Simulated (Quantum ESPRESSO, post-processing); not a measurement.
# Cu(111), 5 layers: parallel layout and speed, part 3 of 3

Aim: which layout of ranks, pools and threads brings Cu(111), 5 layers to self-consistency fastest, and whether the result stays the same.

Quantum ESPRESSO 7.5; plane-wave DFT, PBE, GBRV ultrasoft pseudopotentials.

So far. Step 6 (SCF with pw.x: 2 ranks, 1 pool, 2 threads a rank): Counted from each run's own zero (the Fermi level), the vacuum level differs from the first run's by +0 meV. Step 7 (Ground state: 1 rank, 1 pool, 4 threads a rank): Counted from each run's own zero (the Fermi level), the vacuum level differs from the first run's by +0 meV.

**8. Self-consistent run: 2 ranks, 2 pools, 1 thread a rank**

c6.in reads:

```
&control
  prefix = 'c6'
  outdir = './out'
  pseudo_dir = './pseudo'
  calculation = 'scf'
  tprnfor = .true.
/
&system
  ibrav = 0
  nat = 5
  ntyp = 1
  ecutwfc = 40
  ecutrho = 200
  occupations = 'smearing'
  smearing = 'mv'
  degauss = 0.02
  assume_isolated = 'esm'
  esm_bc = 'bc1'
/
&electrons
  conv_thr = 1e-07
  mixing_beta = 0.4
  electron_maxstep = 120
  mixing_mode = 'local-TF'
/
ATOMIC_SPECIES
  Cu  63.5460  cu_pbe_v1.2.uspp.F.UPF
CELL_PARAMETERS angstrom
  2.55265548008344 0.00000000000000 0.00000000000000
  1.27632774004172 2.21066449286182 0.00000000000000
  0.00000000000000 0.00000000000000 24.33693788709819
ATOMIC_POSITIONS crystal
  Cu  0.666666666700 0.666666666700 -0.171281570545
  Cu  0.000000000000 0.000000000000 -0.085640785272
  Cu  0.333333333300 0.333333333300 0.000000000000
  Cu  0.666666666700 0.666666666700 0.085640785272
  Cu  0.000000000000 0.000000000000 0.171281570545
K_POINTS automatic
  12 12 1 0 0 0
```

Run with:

```console
$ OMP_NUM_THREADS=1 mpirun -n 2 pw.x -nk 2 -in c6.in > c6.out
```

Log:

```text
[banner, memory and clock lines left out]
Program PWSCF v.7.5 starts
[...]
Message from routine setup:
[...]
number of electrons       =        95.00
     number of Kohn-Sham states=           58
     kinetic-energy cutoff     =      40.0000  Ry
     charge density cutoff     =     200.0000  Ry
[...]
number of k points=    19  Marzari-Vanderbilt smearing, width (Ry)=  0.0200
[...]
Dense  grid:    44175 G-vectors     FFT dimensions: (  24,  24, 216)
[...]
negative rho (up, down):  1.698E-04 0.000E+00
     Starting wfcs are   65 randomized atomic wfcs
[...]
negative rho (up, down):  3.026E-02 0.000E+00
[...]
estimated scf accuracy    <      33.61487861 Ry
[...]
negative rho (up, down):  2.316E-02 0.000E+00
[...]
estimated scf accuracy    <       1.00047310 Ry
[...]
negative rho (up, down):  1.744E-02 0.000E+00
[...]
estimated scf accuracy    <       0.29345397 Ry
[...]
negative rho (up, down):  1.021E-02 0.000E+00
[...]
estimated scf accuracy    <       0.04052154 Ry
[...]
negative rho (up, down):  7.735E-03 0.000E+00
[...]
estimated scf accuracy    <       0.03205923 Ry
[...]
negative rho (up, down):  5.354E-03 0.000E+00
[...]
estimated scf accuracy    <       0.00052038 Ry
[...]
negative rho (up, down):  4.638E-03 0.000E+00
[...]
estimated scf accuracy    <       0.00164376 Ry
[...]
negative rho (up, down):  2.536E-03 0.000E+00
[...]
estimated scf accuracy    <       0.00105806 Ry
[...]
negative rho (up, down):  2.027E-03 0.000E+00
[...]
estimated scf accuracy    <       0.00005487 Ry
[...]
negative rho (up, down):  8.716E-04 0.000E+00
[...]
estimated scf accuracy    <       0.00043256 Ry
[...]
negative rho (up, down):  5.689E-04 0.000E+00
[...]
estimated scf accuracy    <       0.00001604 Ry
[...]
negative rho (up, down):  1.449E-04 0.000E+00
[...]
estimated scf accuracy    <       0.00003528 Ry
[...]
negative rho (up, down):  6.886E-05 0.000E+00
[...]
estimated scf accuracy    <       0.00005934 Ry
[...]
negative rho (up, down):  5.772E-05 0.000E+00
[...]
estimated scf accuracy    <       0.00001528 Ry
[...]
negative rho (up, down):  7.253E-05 0.000E+00
[...]
estimated scf accuracy    <       0.00000469 Ry
[...]
negative rho (up, down):  7.098E-05 0.000E+00
[...]
estimated scf accuracy    <       0.00000400 Ry
[...]
negative rho (up, down):  8.012E-05 0.000E+00
[...]
estimated scf accuracy    <       0.00000012 Ry
[...]
negative rho (up, down):  7.591E-05 0.000E+00
[...]
estimated scf accuracy    <       0.00000042 Ry
[...]
negative rho (up, down):  8.158E-05 0.000E+00
[...]
the Fermi energy is    -4.7766 ev
!    total energy              =   -2018.84085177 Ry
     estimated scf accuracy    <       0.00000005 Ry
     smearing contrib. (-TS)   =      -0.00011458 Ry
     internal energy E=F+TS    =   -2018.84073720 Ry
[...]
one-electron contribution =   35008.65337854 Ry
     hartree contribution      =  -17519.27673834 Ry
     xc contribution           =    -193.97215884 Ry
     ewald contribution        =  -19314.24521856 Ry
     convergence has been achieved in  19 iterations
     negative rho (up, down):  8.158E-05 0.000E+00
[...]
Total force =     0.000959     Total SCF correction =     0.000472
[...]
```

Wall time 2.4 min (2 MPI ranks of Intel Xeon Platinum 8488C (Sapphire Rapids), shared host); peak memory 0.27 GiB.

Read from the output:

```
Fermi energy                                                   : -4.777 eV
vacuum line at the lower end of the cell, over the Fermi level : 4.777 eV
vacuum line at the upper end of the cell, over the Fermi level : 4.777 eV
```

The program's own clock; routines nest. Time by routine:

```
     routine  wall time (s)  calls
       PWSCF          141.4      1
   electrons          136.8      1
     c_bands          117.4     19
     cegterg          102.6    192
       h_psi          64.04   1956
    vloc_psi          53.93   1956
        fftw          50.82  91044
    sum_band          11.69     19
     cdiaghg           7.24   1946
      calbec           6.28   2186
h_psi:calbec           4.96   1956
     mix_rho            4.8     19
  add_vuspsi            4.3   1956
       s_psi           4.14   1956
```

Counted from each run's own zero (the Fermi level), the vacuum level differs from the first run's by +1 meV.

**9. SCF with pw.x: 1 rank, 1 pool, 1 thread a rank**

c7.in is the input of step 8 with these lines changed:

```diff
@@ -1,3 +1,3 @@
 &control
-  prefix = 'c6'
+  prefix = 'c7'
   outdir = './out'
```

Run with:

```console
$ OMP_NUM_THREADS=1 pw.x -nk 1 -in c7.in > c7.out
```

Log:

```text
[banner, memory and clock lines left out]
Program PWSCF v.7.5 starts
[...]
Message from routine setup:
[...]
number of electrons       =        95.00
     number of Kohn-Sham states=           58
     kinetic-energy cutoff     =      40.0000  Ry
     charge density cutoff     =     200.0000  Ry
[...]
number of k points=    19  Marzari-Vanderbilt smearing, width (Ry)=  0.0200
[...]
Dense  grid:    44175 G-vectors     FFT dimensions: (  24,  24, 216)
[...]
negative rho (up, down):  1.698E-04 0.000E+00
     Starting wfcs are   65 randomized atomic wfcs
[...]
negative rho (up, down):  3.024E-02 0.000E+00
[...]
estimated scf accuracy    <      33.64044730 Ry
[...]
negative rho (up, down):  2.315E-02 0.000E+00
[...]
estimated scf accuracy    <       0.99832252 Ry
[...]
negative rho (up, down):  1.735E-02 0.000E+00
[...]
estimated scf accuracy    <       0.29751637 Ry
[...]
negative rho (up, down):  9.966E-03 0.000E+00
[...]
estimated scf accuracy    <       0.04151473 Ry
[...]
negative rho (up, down):  7.650E-03 0.000E+00
[...]
estimated scf accuracy    <       0.03486619 Ry
[...]
negative rho (up, down):  5.299E-03 0.000E+00
[...]
estimated scf accuracy    <       0.00066460 Ry
[...]
negative rho (up, down):  4.573E-03 0.000E+00
[...]
estimated scf accuracy    <       0.00156247 Ry
[...]
negative rho (up, down):  2.524E-03 0.000E+00
[...]
estimated scf accuracy    <       0.00110567 Ry
[...]
negative rho (up, down):  2.133E-03 0.000E+00
[...]
estimated scf accuracy    <       0.00004962 Ry
[...]
negative rho (up, down):  8.795E-04 0.000E+00
[...]
estimated scf accuracy    <       0.00039125 Ry
[...]
negative rho (up, down):  5.878E-04 0.000E+00
[...]
estimated scf accuracy    <       0.00009816 Ry
[...]
negative rho (up, down):  2.673E-04 0.000E+00
[...]
estimated scf accuracy    <       0.00017054 Ry
[...]
negative rho (up, down):  6.322E-05 0.000E+00
[...]
estimated scf accuracy    <       0.00000350 Ry
[...]
negative rho (up, down):  8.087E-05 0.000E+00
[...]
estimated scf accuracy    <       0.00002248 Ry
[...]
negative rho (up, down):  7.142E-05 0.000E+00
[...]
estimated scf accuracy    <       0.00000018 Ry
[...]
negative rho (up, down):  7.684E-05 0.000E+00
[...]
estimated scf accuracy    <       0.00000044 Ry
[...]
negative rho (up, down):  8.155E-05 0.000E+00
[...]
the Fermi energy is    -4.7759 ev
!    total energy              =   -2018.84085178 Ry
     estimated scf accuracy    <       0.00000005 Ry
     smearing contrib. (-TS)   =      -0.00011487 Ry
     internal energy E=F+TS    =   -2018.84073690 Ry
[...]
one-electron contribution =   35008.63508573 Ry
     hartree contribution      =  -17519.25629478 Ry
     xc contribution           =    -193.97430929 Ry
     ewald contribution        =  -19314.24521856 Ry
     convergence has been achieved in  17 iterations
     negative rho (up, down):  8.155E-05 0.000E+00
[...]
Total force =     0.000978     Total SCF correction =     0.000392
[...]
```

It took 3.9 min on 1 MPI rank; peak memory 0.28 GiB.

This step gave:

- Fermi energy: -4.776 eV
- vacuum line at the lower end of the cell, over the Fermi level: 4.776 eV
- vacuum line at the upper end of the cell, over the Fermi level: 4.776 eV

The program's own clock; routines nest. Time by routine:

```
     routine  wall time (s)   calls
       PWSCF          234.1       1
   electrons          228.2       1
     c_bands          200.3      17
     cegterg          196.2     327
       h_psi          121.8    3734
    vloc_psi          103.3    3734
        fftw          94.71  166796
    sum_band           19.1      17
     cdiaghg          14.62    3715
      calbec          11.69    4133
h_psi:calbec            9.4    3734
  add_vuspsi           8.24    3734
       s_psi           7.89    3734
    init_run           4.97       1
```

Counted from each run's own zero (the Fermi level), the vacuum level differs from the first run's by +0 meV.

**10. The series side by side**

All levels:

```
                             level  vacuum level over the Fermi level (eV)  its change from the first (meV)  energy from the first (meV an atom)  SCF iterations  wall time (s)  peak memory (GiB)  CPU time (s)
 4 ranks, 4 pools, 1 thread a rank                                   4.776                                0                                    0              22          99.23                0.5         394.7
 4 ranks, 2 pools, 1 thread a rank                                   4.776                              0.3                              7.35e-4              17          90.44               0.46         359.1
  4 ranks, 1 pool, 1 thread a rank                                   4.775                             -0.5                             -2.72e-5              16          79.14               0.43         313.5
2 ranks, 2 pools, 2 threads a rank                                   4.777                              1.6                              8.16e-5              17          282.1               0.35         611.6
 2 ranks, 1 pool, 2 threads a rank                                   4.776                              0.1                             -2.72e-5              19          149.7               0.24         390.7
  1 rank, 1 pool, 4 threads a rank                                   4.776                              0.3                              5.44e-5              17          438.5               0.26         835.3
 2 ranks, 2 pools, 1 thread a rank                                   4.777                              0.9                              2.72e-5              19          142.5               0.27         283.6
   1 rank, 1 pool, 1 thread a rank                                   4.776                              0.2                                    0              17          234.9               0.28         234.4
```

**11. A check by hand**

Efficiency = (t₁ n₁)/(t₂ n₂) an iteration = (234.9/17 × 1) / (99.2/22 × 4) = 0.77.

**12. What came out**

| Quantity | Value |
| --- | --- |
| fastest | 4 ranks, 1 pool, 1 thread a rank: 79 s, 16 iterations |
| slowest that converged | 1 rank, 1 pool, 4 threads a rank: 7.3 min, 17 iterations |
| largest change of the vacuum level | 2 meV |

What this shows: The fastest choice is 4 ranks, 1 pool, 1 thread a rank: 79 s, 16 iterations. From 1 to 4 cores the time an iteration falls from 14 to 4.5 s, a parallel efficiency of 77 % by this measure and of 59 % in wall time; iterations differ in number and cost. On all 4 cores the layouts span 4.5 s (4 ranks, 4 pools, 1 thread a rank) to 26 s an iteration (1 rank, 1 pool, 4 threads a rank), and 0.24 to 0.5 GiB. Some layouts with several threads a rank ran hardly faster than one core, or slower; the cause (binding, or neighbours on the host) was not examined. The vacuum level differs by up to 2 meV between layouts, the slack that the SCF threshold leaves. Iteration counts run from 16 to 22 with the layout alone. The times come from a shared host and are rough. Peak memory is sampled during the run and can miss the peak. The geometry is as built, not relaxed.

[Logs are printed without paths, hosts, clocks, repeated set-up lines and the standing remarks that a program may print on its own settings, such as how far it seeks lower states.]

[Hosts, paths, dates, database ids (printed as entryN), source tags and the programs' standing remarks are cut or masked in the printed files.]

[Maps of the electrostatic potential energy from Ansatz leave out the sawtooth potential of an applied field or a dipole correction, so their vacuum need not be flat; planar profiles and work functions include it.]
